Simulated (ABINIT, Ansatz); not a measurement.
# InH3 (Pm-3m): zone-centre phonons, part 3 of 3

Which modes does InH3 (Pm-3m) have at the zone centre?

ABINIT 10.8.3; DFT LDA, scalar-relativistic, plane waves, HGH norm-conserving pseudopotentials.

So far. Step 3 (Self-consistent run for the response): The cell stands at -0.58 GPa: the relaxation ran with a smoothed and higher cutoff, and the difference is a stress of the finite basis. Step 4 (Zone-centre response): The acoustic modes at Γ come out as far as 0.7 cm⁻¹ from zero, where they should vanish, a small numerical error. The relaxed cell has a = 3.712 Å (conventional setting).

The structure was built from a prototype and need not be the compound's stable phase.

## (5) Zone-centre analysis

anaddb reads the merged derivatives and imposes the acoustic sum rule.

anaddb.abi reads:

```
ddb_filepath "gamma_DDB"
output_file "anaddb.abo"
outdata_prefix "anaddb"
asr 1
chneut 1
enunit 2
eivec 1
nph1l 1
qph1l 0.0 0.0 0.0 1.0
```

mrgddb.in reads:

```
gamma_DDB
merged
2
dfpt_gammao_DDB
gso_DDB
```

Run with:

```bash
$ mrgddb < mrgddb.in > mrgddb.log
$ OMP_NUM_THREADS=1 anaddb anaddb.abi > anaddb.log
```

anaddb.abo, the main output file:

```text
-outvars_anaddb: echo values of input variables ----------------------

 Miscellaneous information :
      enunit         2
       eivec         1
         asr         1
 First list of wavevector (reduced coord.) :
       nph1l         1
       qph1l
                     0.00000000E+00  0.00000000E+00  0.00000000E+00    1.000E+00

================================================================================

 read the DDB information and perform some checks

  ==== Info on the Cryst% object ====
 Real(R)+Recip(G) space primitive vectors, cartesian coordinates (Bohr,Bohr^-1):
 R(1)=  7.0146186  0.0000000  0.0000000  G(1)=  0.1425594  0.0000000  0.0000000
 R(2)=  0.0000000  7.0146186  0.0000000  G(2)=  0.0000000  0.1425594  0.0000000
 R(3)=  0.0000000  0.0000000  7.0146186  G(3)=  0.0000000  0.0000000  0.1425594
 Unit cell volume ucvol=  3.4515343E+02 bohr^3
 Angles (23,13,12)=  9.00000000E+01  9.00000000E+01  9.00000000E+01 degrees
 Time-reversal symmetry is present
 Reduced atomic positions [iatom, xred, symbol]:
    1)    0.0000000  0.0000000  0.0000000  In
    2)    0.5000000  0.0000000  0.0000000   H
    3)    0.0000000  0.5000000  0.0000000   H
    4)    0.0000000  0.0000000  0.5000000   H

 DDB file with 3 blocks has been read.

================================================================================

 Treat the first list of vectors

  Phonon wavevector (reduced coordinates) :  0.00000  0.00000  0.00000
 Phonon energies in Hartree :
   0.000000E+00  0.000000E+00  0.000000E+00  1.174390E-03  1.174390E-03
   1.174390E-03  1.892478E-03  1.892478E-03  1.892478E-03  6.946238E-03
   6.946238E-03  6.946238E-03
 Phonon energies in meV     :
-  0.000000E+00  0.000000E+00  0.000000E+00  3.195677E+01  3.195677E+01
-  3.195677E+01  5.149696E+01  5.149696E+01  5.149696E+01  1.890168E+02
-  1.890168E+02  1.890168E+02
 Phonon frequencies in cm-1    :
-  0.000000E+00  0.000000E+00  0.000000E+00  2.577487E+02  2.577487E+02
-  2.577487E+02  4.153510E+02  4.153510E+02  4.153510E+02  1.524523E+03
-  1.524523E+03  1.524523E+03
 Phonon frequencies in Thz     :
-  0.000000E+00  0.000000E+00  0.000000E+00  7.727112E+00  7.727112E+00
-  7.727112E+00  1.245191E+01  1.245191E+01  1.245191E+01  4.570405E+01
-  4.570405E+01  4.570405E+01
 Phonon energies in Kelvin  :
-  0.000000E+00  0.000000E+00  0.000000E+00  3.708429E+02  3.708429E+02
-  3.708429E+02  5.975974E+02  5.975974E+02  5.975974E+02  2.193449E+03
-  2.193449E+03  2.193449E+03

 Eigendisplacements
 (will be given, for each mode : in cartesian coordinates
   for each atom the real part of the displacement vector,
   then the imaginary part of the displacement vector - absolute values smaller than 1.0d-7 are set to zero)
  Mode number    1   Energy    0.000000E+00
 Attention : low frequency mode.
   (Could be unstable or acoustic mode)
-  1  0.00000000E+00  0.00000000E+00 -2.15757819E-03
-     0.00000000E+00  0.00000000E+00  0.00000000E+00
-  2  0.00000000E+00  0.00000000E+00 -2.15757824E-03
-     0.00000000E+00  0.00000000E+00  0.00000000E+00
-  3  0.00000000E+00  0.00000000E+00 -2.15757824E-03
-     0.00000000E+00  0.00000000E+00  0.00000000E+00
-  4  0.00000000E+00  0.00000000E+00 -2.15757822E-03
-     0.00000000E+00  0.00000000E+00  0.00000000E+00
  Mode number    2   Energy    0.000000E+00
 Attention : low frequency mode.
   (Could be unstable or acoustic mode)
-  1  5.72347035E-07 -2.15757811E-03  0.00000000E+00
-     0.00000000E+00  0.00000000E+00  0.00000000E+00
-  2  5.72347043E-07 -2.15757816E-03  0.00000000E+00
-     0.00000000E+00  0.00000000E+00  0.00000000E+00
-  3  5.72347049E-07 -2.15757814E-03  0.00000000E+00
-     0.00000000E+00  0.00000000E+00  0.00000000E+00
-  4  5.72347049E-07 -2.15757816E-03  0.00000000E+00
-     0.00000000E+00  0.00000000E+00  0.00000000E+00
  Mode number    3   Energy    0.000000E+00
 Attention : low frequency mode.
   (Could be unstable or acoustic mode)
-  1  2.15757811E-03  5.72347011E-07  0.00000000E+00
-     0.00000000E+00  0.00000000E+00  0.00000000E+00
-  2  2.15757814E-03  5.72347025E-07  0.00000000E+00
-     0.00000000E+00  0.00000000E+00  0.00000000E+00
-  3  2.15757816E-03  5.72347019E-07  0.00000000E+00
-     0.00000000E+00  0.00000000E+00  0.00000000E+00
-  4  2.15757816E-03  5.72347025E-07  0.00000000E+00
-     0.00000000E+00  0.00000000E+00  0.00000000E+00
  Mode number    4   Energy    1.174390E-03
-  1  0.00000000E+00  0.00000000E+00  3.28603496E-04
-     0.00000000E+00  0.00000000E+00  0.00000000E+00
-  2  0.00000000E+00  1.36564156E-06 -1.57660544E-02
-     0.00000000E+00  0.00000000E+00  0.00000000E+00
-  3  0.00000000E+00  5.11132889E-07 -1.57660544E-02
-     0.00000000E+00  0.00000000E+00  0.00000000E+00
-  4  0.00000000E+00  1.36564156E-06 -5.90092539E-03
-     0.00000000E+00  0.00000000E+00  0.00000000E+00
  Mode number    5   Energy    1.174390E-03
-  1  0.00000000E+00  3.28603496E-04  0.00000000E+00
-     0.00000000E+00  0.00000000E+00  0.00000000E+00
-  2  0.00000000E+00 -1.57660544E-02 -1.36564107E-06
-     0.00000000E+00  0.00000000E+00  0.00000000E+00
-  3 -1.36522719E-07 -5.90092539E-03 -1.36564107E-06
-     0.00000000E+00  0.00000000E+00  0.00000000E+00
-  4 -1.36522719E-07 -1.57660544E-02 -5.11132706E-07
-     0.00000000E+00  0.00000000E+00  0.00000000E+00
  Mode number    6   Energy    1.174390E-03
-  1  3.28603497E-04  0.00000000E+00  0.00000000E+00
-     0.00000000E+00  0.00000000E+00  0.00000000E+00
-  2 -5.90092541E-03  1.36517824E-07  0.00000000E+00
-     0.00000000E+00  0.00000000E+00  0.00000000E+00
-  3 -1.57660545E-02  0.00000000E+00  0.00000000E+00
-     0.00000000E+00  0.00000000E+00  0.00000000E+00
-  4 -1.57660545E-02  1.36517824E-07  0.00000000E+00
-     0.00000000E+00  0.00000000E+00  0.00000000E+00
  Mode number    7   Energy    1.892478E-03
-  1  0.00000000E+00  0.00000000E+00  0.00000000E+00
-     0.00000000E+00  0.00000000E+00  0.00000000E+00
-  2  0.00000000E+00  2.68738893E-06  1.64963402E-02
-     0.00000000E+00  0.00000000E+00  0.00000000E+00
-  3  0.00000000E+00  0.00000000E+00 -1.64963402E-02
-     0.00000000E+00  0.00000000E+00  0.00000000E+00
-  4  0.00000000E+00 -2.68738893E-06  0.00000000E+00
-     0.00000000E+00  0.00000000E+00  0.00000000E+00
  Mode number    8   Energy    1.892478E-03
-  1  0.00000000E+00  0.00000000E+00  0.00000000E+00
-     0.00000000E+00  0.00000000E+00  0.00000000E+00
-  2  0.00000000E+00  1.64963402E-02 -2.68739332E-06
-     0.00000000E+00  0.00000000E+00  0.00000000E+00
-  3  1.34828151E-06  0.00000000E+00  2.68739332E-06
-     0.00000000E+00  0.00000000E+00  0.00000000E+00
-  4 -1.34828151E-06 -1.64963402E-02  0.00000000E+00
-     0.00000000E+00  0.00000000E+00  0.00000000E+00
  Mode number    9   Energy    1.892478E-03
-  1  0.00000000E+00  0.00000000E+00  0.00000000E+00
-     0.00000000E+00  0.00000000E+00  0.00000000E+00
-  2  0.00000000E+00  1.34829025E-06  0.00000000E+00
-     0.00000000E+00  0.00000000E+00  0.00000000E+00
-  3 -1.64963404E-02  0.00000000E+00  0.00000000E+00
-     0.00000000E+00  0.00000000E+00  0.00000000E+00
-  4  1.64963404E-02 -1.34829025E-06  0.00000000E+00
-     0.00000000E+00  0.00000000E+00  0.00000000E+00
  Mode number   10   Energy    6.946238E-03
-  1  0.00000000E+00  0.00000000E+00  1.20889972E-04
-     0.00000000E+00  0.00000000E+00  0.00000000E+00
-  2  0.00000000E+00  0.00000000E+00  4.34806045E-03
-     0.00000000E+00  0.00000000E+00  0.00000000E+00
-  3  0.00000000E+00  0.00000000E+00  4.34806045E-03
-     0.00000000E+00  0.00000000E+00  0.00000000E+00
-  4  0.00000000E+00  0.00000000E+00 -2.24673637E-02
-     0.00000000E+00  0.00000000E+00  0.00000000E+00
  Mode number   11   Energy    6.946238E-03
-  1  0.00000000E+00 -1.20889972E-04  0.00000000E+00
-     0.00000000E+00  0.00000000E+00  0.00000000E+00
-  2 -1.07390174E-07 -4.34806045E-03  0.00000000E+00
-     0.00000000E+00  0.00000000E+00  0.00000000E+00
-  3  0.00000000E+00  2.24673637E-02  0.00000000E+00
-     0.00000000E+00  0.00000000E+00  0.00000000E+00
-  4  0.00000000E+00 -4.34806045E-03  0.00000000E+00
-     0.00000000E+00  0.00000000E+00  0.00000000E+00
  Mode number   12   Energy    6.946238E-03
-  1  1.20889972E-04  0.00000000E+00  0.00000000E+00
-     0.00000000E+00  0.00000000E+00  0.00000000E+00
-  2 -2.24673637E-02  0.00000000E+00  0.00000000E+00
-     0.00000000E+00  0.00000000E+00  0.00000000E+00
-  3  4.34806045E-03 -1.07390174E-07  0.00000000E+00
-     0.00000000E+00  0.00000000E+00  0.00000000E+00
-  4  4.34806045E-03  0.00000000E+00  0.00000000E+00
-     0.00000000E+00  0.00000000E+00  0.00000000E+00

 Analysis of degeneracies and characters (maximum tolerance=1.00E-06 a.u.)
 For each vibration mode, or group of modes if degenerate,
 the characters are given for each symmetry operation (see the list in the log file).
 Symmetry characters of vibration mode #   1
       degenerate with vibration modes #   2 to    3
  3.0 -3.0 -1.0  1.0 -1.0  1.0 -1.0  1.0  1.0 -1.0 -1.0  1.0  1.0 -1.0 -1.0  1.0
  0.0 -0.0  0.0 -0.0 -0.0  0.0 -0.0  0.0  1.0 -1.0 -1.0  1.0 -1.0  1.0  1.0 -1.0
  0.0 -0.0 -0.0  0.0 -0.0  0.0  0.0 -0.0  1.0 -1.0  1.0 -1.0 -1.0  1.0 -1.0  1.0
 Symmetry characters of vibration mode #   4
       degenerate with vibration modes #   5 to    6
  3.0 -3.0 -1.0  1.0 -1.0  1.0 -1.0  1.0  1.0 -1.0 -1.0  1.0  1.0 -1.0 -1.0  1.0
  0.0 -0.0  0.0 -0.0 -0.0  0.0 -0.0  0.0  1.0 -1.0 -1.0  1.0 -1.0  1.0  1.0 -1.0
  0.0 -0.0 -0.0  0.0 -0.0  0.0  0.0 -0.0  1.0 -1.0  1.0 -1.0 -1.0  1.0 -1.0  1.0
 Symmetry characters of vibration mode #   7
       degenerate with vibration modes #   8 to    9
  3.0 -3.0 -1.0  1.0 -1.0  1.0 -1.0  1.0 -1.0  1.0  1.0 -1.0 -1.0  1.0  1.0 -1.0
 -0.0  0.0  0.0 -0.0 -0.0  0.0 -0.0  0.0 -1.0  1.0  1.0 -1.0  1.0 -1.0 -1.0  1.0
 -0.0  0.0 -0.0  0.0 -0.0  0.0  0.0 -0.0 -1.0  1.0 -1.0  1.0  1.0 -1.0  1.0 -1.0
 Symmetry characters of vibration mode #  10
       degenerate with vibration modes #  11 to   12
  3.0 -3.0 -1.0  1.0 -1.0  1.0 -1.0  1.0  1.0 -1.0 -1.0  1.0  1.0 -1.0 -1.0  1.0
 -0.0  0.0  0.0 -0.0 -0.0  0.0  0.0 -0.0  1.0 -1.0 -1.0  1.0 -1.0  1.0  1.0 -1.0
 -0.0  0.0 -0.0  0.0  0.0 -0.0  0.0 -0.0  1.0 -1.0  1.0 -1.0 -1.0  1.0 -1.0  1.0
-
```

It took 0.55 s on 1 thread of Arm Neoverse N1, shared host.

Numbers from this step:

```
lowest optical zone-centre mode : 257.8 cm⁻¹
```

No LO-TO term; unit eigenvectors of the mass-weighted matrix, from anaddb's displacements. Modes at Γ, with each element's share of the kinetic energy:

```tsv
mode	frequency (cm⁻¹)	symmetry	In %	H %
1	0.0	acoustic	97	3
2	0.0	acoustic	97	3
3	0.0	acoustic	97	3
4	257.7	T1u	2	98
5	257.7	T1u	2	98
6	257.7	T1u	2	98
7	415.4	T2u	0	100
8	415.4	T2u	0	100
9	415.4	T2u	0	100
10	1524.5	T1u	0	100
11	1524.5	T1u	0	100
12	1524.5	T1u	0	100
```

Displacements in mode 4 (257.7 cm⁻¹), the largest set to 1:
```
In1  0.00  0.00  0.02
H2   0.00  0.00 -1.00
H3   0.00  0.00 -1.00
H4   0.00  0.00 -0.37
```

Displacements in mode 10 (1524.5 cm⁻¹), the largest set to 1:
```
In1  0.00  0.00  0.01
H2   0.00  0.00  0.19
H3   0.00  0.00  0.19
H4   0.00  0.00 -1.00
```

The rule moves no optical mode by more than 0.1 cm⁻¹.

## (6) A second program

The same cell goes through another code, with its own cutoff. The potentials differ.

This step: DFT LDA, scalar-relativistic, plane waves, PseudoDojo norm-conserving pseudopotentials (Ansatz 0.2.0).

input.yaml reads:

```yaml
crystal:
  lattice:
    - [3.7119763128, 0.0, 0.0]
    - [0.0, 3.7119763128, 0.0]
    - [0.0, 0.0, 3.7119763128]
  atoms:
    - { symbol: In, position: [0.0, 0.0, 0.0] }
    - { symbol: H, position: [0.5, 0.0, 0.0] }
    - { symbol: H, position: [0.0, 0.5, 0.0] }
    - { symbol: H, position: [0.0, 0.0, 0.5] }
kpoints:
  mp_grid: { grid: [8, 8, 8] }
hamiltonian:
  xc: lda
  pseudopotentials: { kind: nc, accuracy: standard }
scf:
  occupations: { method: fermi_dirac, width: 0.27211 }
output:
  eigenvalues: true
phonons:
  method: dfpt
```

Run with:

```bash
$ ansatz run input.yaml --threads 2 --pin off --max-ram 4096MiB --backend cpu --events-out ev --progress --plain --runs-dir out
```

The log of the run:

```text
band count auto-derived: 13 (N_el = 16.0; filled up to band 8; 12 by the electrons, moments and atoms)
zone centre: on kpoints.mp_grid the ground state, and the responses unless they are solved on pairs of k-points, stand on 125 of the mesh's 512 k-points, reduced under 8 symmetry operations, with k and −k counted as one. Each operation leaves every solved displacement unchanged or reverses it
Engine: ansatz 0.2.0, aarch64-unknown-linux-gnu
Pseudopotentials: kind: nc
Pseudopotential: In, nc, valence charge 13, recommended cutoff 952.398519 eV (normal), In.nc.azcp (PseudoDojo's, or run here from an input of PseudoDojo's; its table is named by hamiltonian.pseudopotentials.accuracy)
Pseudopotential: H, nc, valence charge 1, recommended cutoff 1006.821291 eV (normal), H.nc.azcp (PseudoDojo's, or run here from an input of PseudoDojo's; its table is named by hamiltonian.pseudopotentials.accuracy)
Functional definition: SPW92
  exchange = slater_x
  correlation = pw_c
Crystal: 4 atoms, lattice volume = 51.146 Å³
Basis set: ecut = 1006.821291 eV, 3743 PW (Γ), exchange–correlation on 80×80×80 points (8 copies of the dense FFT grid, shifted against one another)
Bands: 13, of which v1, the nominal top of the filled ones, is band 8 counted from 1 (7 counted from 0)
Symmetry: 48 space group operations
k-points: 125 of 512 (irreducible under 8 space group operations)
Non-local potential: In, projectors of the file, l = 0: 2, l = 1: 2, l = 2: 2
Non-local potential: H, projectors of the file, l = 0: 2, l = 1: 1
Initial density: superposition of atomic densities (chi_scale 0.1, normalization cell, long waves kept (reshape's long-wave potential 0.00 eV rms))
Initial wavefunctions: pseudopotential atomic-orbital guess
Functional: x = slater, c = lda
SCF iter   1: F=—  HF=-1849.057865 eV  |F-HF|=—  |Δ(HF+E_count)|=         —  Δρ=6.57e-2  dr2=2.02e0  ethr=3.10e-3  ⟨swp⟩=5.7  Hψ=9436  notcnv=0
preconditioner: auto → none  [metal: Δε(μ)=0.034 eV  Ē_g=16.466 eV  σ=0.272 eV  W_gap=0.03  n_scr=6 (ndim 8)  ℏωp=20.8 eV  f_vac=0.017  D(μ)=0.28/eV (n_scr^D=0)  sad-step TF]
SCF iter   2: F=—  HF=-1848.511299 eV  |F-HF|=—  |Δ(HF+E_count)|=   5.47e-1  Δρ=3.39e-2  dr2=5.99e-1  ethr=3.10e-3  ⟨swp⟩=2.5  Hψ=3419  notcnv=0
SCF iter   3: F=—  HF=-1848.302997 eV  |F-HF|=—  |Δ(HF+E_count)|=   2.08e-1  Δρ=3.91e-3  dr2=5.37e-3  ethr=3.10e-3  ⟨swp⟩=2.1  Hψ=2531  notcnv=0
SCF iter   4: F=—  HF=-1848.304852 eV  |F-HF|=—  |Δ(HF+E_count)|=   1.86e-3  Δρ=2.06e-3  dr2=1.24e-3  ethr=3.36e-5  ⟨swp⟩=2.1  Hψ=2702  notcnv=0
SCF iter   5: F=—  HF=-1848.304583 eV  |F-HF|=—  |Δ(HF+E_count)|=   2.69e-4  Δρ=6.97e-4  dr2=1.82e-4  ethr=7.74e-6  ⟨swp⟩=2.7  Hψ=2726  notcnv=0
SCF iter   6: F=—  HF=-1848.304543 eV  |F-HF|=—  |Δ(HF+E_count)|=   3.95e-5  Δρ=1.42e-4  dr2=8.86e-6  ethr=1.14e-6  ⟨swp⟩=2.6  Hψ=2736  notcnv=0
SCF iter   7: F=—  HF=-1848.304547 eV  |F-HF|=—  |Δ(HF+E_count)|=   3.81e-6  Δρ=1.71e-5  dr2=1.31e-7  ethr=5.53e-8  ⟨swp⟩=2.9  Hψ=2911  notcnv=0
SCF iter   8: F=—  HF=-1848.304548 eV  |F-HF|=—  |Δ(HF+E_count)|=   4.24e-7  Δρ=2.06e-6  dr2=1.95e-9  ethr=8.16e-10  ⟨swp⟩=3.3  Hψ=3275  notcnv=0
SCF iter   9: F=—  HF=-1848.304548 eV  |F-HF|=—  |Δ(HF+E_count)|=  4.71e-11  Δρ=1.52e-7  dr2=1.06e-11  ethr=1.22e-11  ⟨swp⟩=3.0  Hψ=3152  notcnv=0
SCF iter  10: F=-1848.304548 eV  HF=-1848.304548 eV  |F-HF|=4.55e-13  |Δ(HF+E_count)|=  8.19e-12  Δρ=2.55e-8  dr2=1.68e-13  ethr=1.00e-12  ⟨swp⟩=10.7  Hψ=11277  notcnv=0
SCF 1 converged in 10 iterations: F = -1848.304548 eV  dr2 = 1.68e-13
DFPT response loops at Γ: preconditioner auto → Kerker (q_TF=auto, 2.248 Å⁻¹) (partly filled bands, converged f_vac=0.130); β = 1.00, the filter's whole step (`scf.mixing.beta` (0.50) is not read by the response loops under this deck's `scf.mixing.preconditioner`; to damp them name `kerker` or `kerker_dos`, under which they read `scf.mixing.beta`, and type it under 1.00, their step now; both keys bind the ground state too); Broyden in place of MSR1
SCF converged after 10 iterations
Free energy (F): -1848.304548 eV
Harris-Foulkes:  -1848.304548 eV  (|F-HF|=4.55e-13)
Internal energy: -1848.213284 eV  (E = F + TS)
E sigma→0 (E₀):  -1848.258916 eV
Entropy (-TS):   -0.091263 eV (-22.816 meV/atom)
Fermi energy:    3.843066 eV
--- Per-component energies (eV) ---
  E_band       = -110.447467
  E_kinetic    = 1179.472420
  E_local      = -1642.299920  (includes V_loc(G=0)·N_el)
  E_nonlocal   = -408.818894
  E_hartree    = 555.888046
  E_xc         = -564.598205
  E_vxc        = -350.577150  (∫ρ·V_xc dr)
  E_ewald      = -967.856731
  E_smearing   = -0.091263  (= −TS)
  E_closure    = -0.000000  (closes the sum)
  Σ components = -1848.304548   (vs F -1848.304548, Δ=0.00e0)
--- Band table (eV; the first three rows and the last of 125) ---
  k-point 0: bands = [... 4 lower, -10.4205, -5.8351, 4.0131, 4.0131, 7.4494, 7.4494, 7.4494, 10.7690, ... 1 higher]
  k-point 1: bands = [... 4 lower, -10.4201, -5.6904, 2.9075, 4.0537, 7.5949, 7.5949, 8.0326, 11.5460, ... 1 higher]
  k-point 2: bands = [... 4 lower, -10.4189, -5.2582, 1.0154, 4.1559, 7.9904, 7.9904, 8.7092, 13.1540, ... 1 higher]
  k-point 124: bands = [... 4 lower, -10.5082, -0.4482, -0.4482, -0.4482, 1.3623, 8.9250, 8.9250, 8.9250, ... 1 higher]
--- Phonons (Γ-DFPT): 3 representative perturbations + reference, on 125 of 512 k-points (Σ response iterations 9) ---
  k mesh reduced under 8 symmetry operations, with k and −k counted as one. Each operation leaves every solved displacement unchanged or reverses it
  ASR residual: 4.953e-5 → 0.000e0 eV/Å²; symmetrization residual: 3.163e-6 eV/Å²
  ASR residual per site (eV/Å²): 4.95e-5 8.82e-6 8.82e-6 8.82e-6
  Γ frequencies (cm⁻¹): 0.00 0.00 0.00 285.44 285.44 285.44 359.40 359.40 359.40 1713.44 1713.44 1713.44
  non-analytic LO–TO correction: not included (Born effective charges unavailable; polar crystals: no LO–TO splitting at Γ)
```

It took 69 s on 2 threads; peak memory 0.86 GiB; 2.3 min of CPU time.

Read from the output:

* sum-rule residual before enforcement: 4.95e-5 eV/Å²
* highest optical zone-centre mode (no LO-TO term): 1713 cm⁻¹
* lowest optical zone-centre mode: 285.4 cm⁻¹

## (7) The two compared: ABINIT HGH and Ansatz, PseudoDojo

Numbers from this step:

- root-mean-square difference: 114.9 cm⁻¹
- largest difference: 188.9 cm⁻¹

Optical modes, paired by symmetry label. Frequencies side by side, by row:

```tsv
q (reciprocal lattice)	mode	ABINIT HGH (cm⁻¹)	Ansatz, PseudoDojo (cm⁻¹)
0 0 0	4	257.7	285.4
0 0 0	5	257.7	285.4
0 0 0	6	257.7	285.4
0 0 0	7	415.4	359.4
0 0 0	8	415.4	359.4
0 0 0	9	415.4	359.4
0 0 0	10	1524	1713
0 0 0	11	1524	1713
0 0 0	12	1524	1713
```

At the zone centre the largest difference (acoustic modes at Γ apart) is 12 % of the highest mode.

## (8) What came out

```
space group after relaxation                                           : Pm-3m
volume per atom                                                        : 12.8 Å³
highest optical zone-centre mode (no LO-TO term)                       : 1525 cm⁻¹
lowest optical zone-centre mode                                        : 257.8 cm⁻¹
imaginary optical modes at the zone centre (no q mesh in this session) : none
largest difference from Ansatz, PseudoDojo                             : 188.9 cm⁻¹
```

**Reading.** At the LDA level the optical modes of InH3 (Pm-3m) at the zone centre run from 258 to 1525 cm⁻¹. On other potentials, and in a cell that was not relaxed for them, the second run differs strongly on some modes. The base run prints -0.58 GPa, mostly the error of a finite basis; the relaxation, with a smoothed and higher cutoff, had brought the cell to rest. ABINIT HGH and Ansatz, PseudoDojo differ by 114.9 cm⁻¹ in the root mean square and by 188.9 cm⁻¹ at most, 12.4 % of the highest mode compared (acoustic modes at Γ left out); the two use different potentials, and the cell was not relaxed for the second set. These are harmonic frequencies: anharmonic shifts and widths and the lattice's thermal expansion are left out. The Fermi-Dirac smearing of 0.01 Ha is an electronic temperature of 3158 K, which adds a pressure of its own and can shift the volume and soft modes. The HGH files keep few electrons and have no core correction, which is cheap but rough for In. In a metal the frequencies hang on the k mesh and the smearing, most of all near Kohn anomalies. The structure is a hypothetical one, built on a prototype.

[Host names and launcher messages were left out of these logs when they were recorded.]

[Logs are printed without paths, hosts, clocks, repeated set-up lines and the standing remarks that a program may print on its own settings, such as how far it seeks lower states.]

[Hosts, paths, dates, database ids (printed as entryN), source tags and the programs' standing remarks are cut or masked in the printed files.]
